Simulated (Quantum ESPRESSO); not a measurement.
## NaCl (Fm-3m): how pressure shifts the optical phonon

By how much does an optical zone-centre mode of NaCl (Fm-3m) shift under hydrostatic pressure?

Method: DFT LDA, scalar-relativistic, plane waves, PseudoDojo norm-conserving pseudopotentials, in Quantum ESPRESSO 7.5.

The database entry behind the starting cell differs from later determinations by our own check (an axis about 0.4 % short against later determinations), so it need not match the best structure at ambient conditions.

## (1) The relaxed structure

Symmetry: Fm-3m, No. 225, cubic system. The conventional cell has a = 5.466 Å, b = 5.466 Å, c = 5.466 Å, α = 90.00°, β = 90.00°, γ = 90.00°. Na has 6 Cl at 2.73 Å nearest. Cl has 6 Na at 2.73 Å nearest. Farther neighbours and most contacts between anions are not listed.

Coordinates:

```
CELL_PARAMETERS angstrom
-2.73293 0.00000 2.73293
0.00000 2.73293 2.73293
-2.73293 2.73293 0.00000
ATOMIC_POSITIONS crystal
Na 0.00000 0.00000 0.00000
Cl 0.50000 0.50000 0.50000
```

This is the cell after its relaxation at this level of theory, not the database cell from which that began.

## (2) Runs at several volumes

The relaxed cell is scaled uniformly; in this structure symmetry fixes all atoms, so nothing has to be relaxed anew. Each volume gets a ground state and a response at Γ. The mode followed is the highest one without the macroscopic field, of symmetry T1u; longitudinal polar modes lie higher. Cutoff 97 Ry, k mesh 8×8×8.

From the response at V/V₀ = 0.97:

The log of the run:

```text
[banners, grids, parts of the stress and lines that vanish by symmetry left out]
Program PHONON v.7.5
     Reading xml data from directory:

[...]
Exchange-correlation= PW
                           (   1   4   0   0   0   0   0)
[...]
kinetic-energy cut-off    =      97.0000  Ry
     charge density cut-off    =     388.0000  Ry
     convergence threshold     =      1.0E-18
[...]
Exchange-correlation= PW
                           (   1   4   0   0   0   0   0)
[...]
q = (   0.0000000   0.0000000   0.0000000 )
     49 Sym.Ops. (with q -> -q+G )
     G cutoff =  513.7333  (  34429 G-vectors)     FFT grid: ( 45, 45, 45)
     number of k points=    29
[...]
Mode symmetry, O_h (m-3m)  point group:
[...]
Dielectric constant
[...]
End of electric fields calculation
          Dielectric constant in cartesian axis
          (       2.704933104      -0.000000000       0.000000000 )
          (       0.000000000       2.704933104       0.000000000 )
          (      -0.000000000      -0.000000000       2.704933104 )
          Effective charges (d Force / dE) in cartesian axis without acoustic sum rule applied (asr)
           atom    1  Na    Mean Z*:        1.06354
      Ex  (        1.06354       -0.00000        0.00000 )
      Ey  (       -0.00000        1.06354       -0.00000 )
      Ez  (       -0.00000       -0.00000        1.06354 )
           atom    2  Cl    Mean Z*:       -1.06399
      Ex  (       -1.06399       -0.00000       -0.00000 )
      Ey  (        0.00000       -1.06399        0.00000 )
      Ez  (       -0.00000        0.00000       -1.06399 )
          Effective charges Sum: Mean:       -0.00045
[...]
Effective charges (d Force / dE) in cartesian axis with asr applied:
           atom    1  Na    Mean Z*:        1.06376
[...]
atom    2  Cl    Mean Z*:       -1.06376
[...]
Representation #   1 modes #   1   2   3
[...]
End of self-consistent calculation
     Convergence has been achieved
     Representation #   2 modes #   4   5   6
[...]
End of self-consistent calculation
     Convergence has been achieved
[...]
Dielectric constant in cartesian axis
          (       2.704933104      -0.000000000       0.000000000 )
          (       0.000000000       2.704933104       0.000000000 )
          (      -0.000000000      -0.000000000       2.704933104 )
          Effective charges (d Force / dE) in cartesian axis without acoustic sum rule applied (asr)
           atom    1  Na    Mean Z*:        1.06354
      Ex  (        1.06354       -0.00000        0.00000 )
      Ey  (       -0.00000        1.06354       -0.00000 )
      Ez  (       -0.00000       -0.00000        1.06354 )
           atom    2  Cl    Mean Z*:       -1.06399
      Ex  (       -1.06399       -0.00000       -0.00000 )
      Ey  (        0.00000       -1.06399        0.00000 )
      Ez  (       -0.00000        0.00000       -1.06399 )
          Effective charges Sum: Mean:       -0.00045
[...]
Effective charges (d Force / dE) in cartesian axis with asr applied:
           atom    1  Na    Mean Z*:        1.06376
[...]
atom    2  Cl    Mean Z*:       -1.06376
[...]
q = (    0.000000000   0.000000000   0.000000000 )
[...]
freq (    1) =       0.112287 [THz] =       3.745487 [cm-1]
     freq (    2) =       0.112287 [THz] =       3.745487 [cm-1]
     freq (    3) =       0.112287 [THz] =       3.745487 [cm-1]
     freq (    4) =       6.070036 [THz] =     202.474598 [cm-1]
     freq (    5) =       6.070036 [THz] =     202.474598 [cm-1]
     freq (    6) =       6.070036 [THz] =     202.474598 [cm-1]
[...]
Mode symmetry, O_h (m-3m)  point group:
     freq (   1-   3) =          3.7  [cm-1]   --> T_1u G_15  G_4- I
     freq (   4-   6) =        202.5  [cm-1]   --> T_1u G_15  G_4- I

   JOB DONE.
```

One volume, V/V₀ = 1, is held back as a test.

```csv
V/V₀,volume (Å³/atom),pressure (GPa),ω (cm⁻¹)
0.97,19.800,1.05,202.47
1,20.412,0.00,held back
1.03,21.024,-0.89,175.24
```

## (3) The fit

The mode Grüneisen parameter is γ = −d ln ω / d ln V.

```csv
ln(V/V₀),ln ω
-0.0305,5.3106
0.0296,5.1662
```

A straight line through these points has the slope -2.407, so γ = 2.41; at V/V₀ = 1 it predicts ω = exp(5.2373 + 0.0000) = 188.16 cm⁻¹.

A parabola of pressure against ln V through V/V₀ = 0.97, 1 and 1.03 gives the bulk modulus B = −dP/d ln V = 32 GPa at V₀. With ω₀ from the fitted line the pressure coefficient follows as dω/dP = γ ω₀ / B = 2.41 × 188.2 / 32 = 14.1 cm⁻¹/GPa.

## (4) The run that was held back

The log of the run:

```text
[banners, grids, parts of the stress and lines that vanish by symmetry left out]
[banner, memory and clock lines left out]
Program PHONON v.7.5

[...]
Exchange-correlation= PW
                           (   1   4   0   0   0   0   0)
[...]
(   8 q-points):
[...]
kinetic-energy cut-off    =      97.0000  Ry
     charge density cut-off    =     388.0000  Ry
     convergence threshold     =      1.0E-18
[...]
Exchange-correlation= PW
                           (   1   4   0   0   0   0   0)
[...]
q = (   0.0000000   0.0000000   0.0000000 )
     49 Sym.Ops. (with q -> -q+G )
     G cutoff =  524.2719  (  35629 G-vectors)     FFT grid: ( 45, 45, 45)
     number of k points=    29
[...]
Mode symmetry, O_h (m-3m)  point group:
[...]
Dielectric constant
[...]
End of electric fields calculation
          Dielectric constant in cartesian axis
          (       2.677478385      -0.000000000      -0.000000000 )
          (      -0.000000000       2.677478385      -0.000000000 )
          (      -0.000000000      -0.000000000       2.677478385 )
          Effective charges (d Force / dE) in cartesian axis without acoustic sum rule applied (asr)
           atom    1  Na    Mean Z*:        1.07337
      Ex  (        1.07337        0.00000       -0.00000 )
      Ey  (        0.00000        1.07337       -0.00000 )
      Ez  (       -0.00000       -0.00000        1.07337 )
           atom    2  Cl    Mean Z*:       -1.07381
      Ex  (       -1.07381        0.00000        0.00000 )
      Ey  (       -0.00000       -1.07381       -0.00000 )
[...]
Convergence has been achieved
[...]
Convergence has been achieved
[...]
Convergence has been achieved
[...]
q = (    0.000000000  -0.707106781   0.000000000 )
[...]
freq (    5) =       5.934765 [THz] =     197.962440 [cm-1]
     freq (    6) =       6.292347 [THz] =     209.890094 [cm-1]
[...]
Mode symmetry, D_4h(4/mmm) point group:
     freq (   1-   2) =         81.8  [cm-1]   --> E_u  X_5' M_5'
     freq (   3-   3) =        135.8  [cm-1]   --> A_2u X_4' M_4'
     freq (   4-   5) =        198.0  [cm-1]   --> E_u  X_5' M_5'
     freq (   6-   6) =        209.9  [cm-1]   --> A_2u X_4' M_4'
[...]
Mode symmetry, D_2d (-42m) point group:
[...]
Representation #   1 mode #   1
[...]
Convergence has been achieved
     Representation #   2 mode #   2
[...]
Convergence has been achieved
     Representation #   3 modes #   3   4
[...]
End of self-consistent calculation
     Convergence has been achieved
     Representation #   4 modes #   5   6
[...]
End of self-consistent calculation
     Convergence has been achieved
[...]
q = (   -0.353553391  -0.707106781   0.000000000 )
[...]
freq (    1) =       3.449833 [THz] =     115.074046 [cm-1]
     freq (    2) =       3.449833 [THz] =     115.074046 [cm-1]
     freq (    3) =       4.435979 [THz] =     147.968322 [cm-1]
     freq (    4) =       5.114843 [THz] =     170.612796 [cm-1]
     freq (    5) =       6.116762 [THz] =     204.033211 [cm-1]
     freq (    6) =       6.116762 [THz] =     204.033211 [cm-1]
[...]
Mode symmetry, D_2d (-42m) point group:
     freq (   1-   2) =        115.1  [cm-1]   --> E    X_5  W_3
     freq (   3-   3) =        148.0  [cm-1]   --> A_1  X_1  W_1
     freq (   4-   4) =        170.6  [cm-1]   --> B_2  X_3  W_2
     freq (   5-   6) =        204.0  [cm-1]   --> E    X_5  W_3
```

It gives 188.54 cm⁻¹ against the predicted 188.16 cm⁻¹, a miss of 0.4 cm⁻¹.

## (5) What came out

| Quantity | Value |
| --- | --- |
| mode Grüneisen parameter | 2.407 |
| bulk modulus | 32.2 GPa |
| pressure coefficient | 14.1 cm⁻¹/GPa |

What this shows: The highest optical mode of NaCl (Fm-3m) without the LO-TO term stiffens by 14.1 cm⁻¹ a GPa near the relaxed volume, with γ = 2.41. The power law meets all 3 runs within 0.21 %; between neighbouring volumes γ runs from 2.34 to 2.47. Such a coefficient turns a measured shift of this mode into a hydrostatic stress; uniaxial or biaxial stress splits the mode and needs deformation potentials. These are harmonic values at zero temperature for the structure held cubic, which a run at Γ can't show to be stable; the bulk modulus rests on three points.

[Host names and launcher messages were left out of these logs when they were recorded.]

[Logs are printed without paths, hosts, clocks, repeated set-up lines and the standing remarks that a program may print on its own settings, such as how far it seeks lower states.]

[Hosts, paths, dates, database ids (printed as entryN), source tags and the programs' standing remarks are cut or masked in the printed files.]
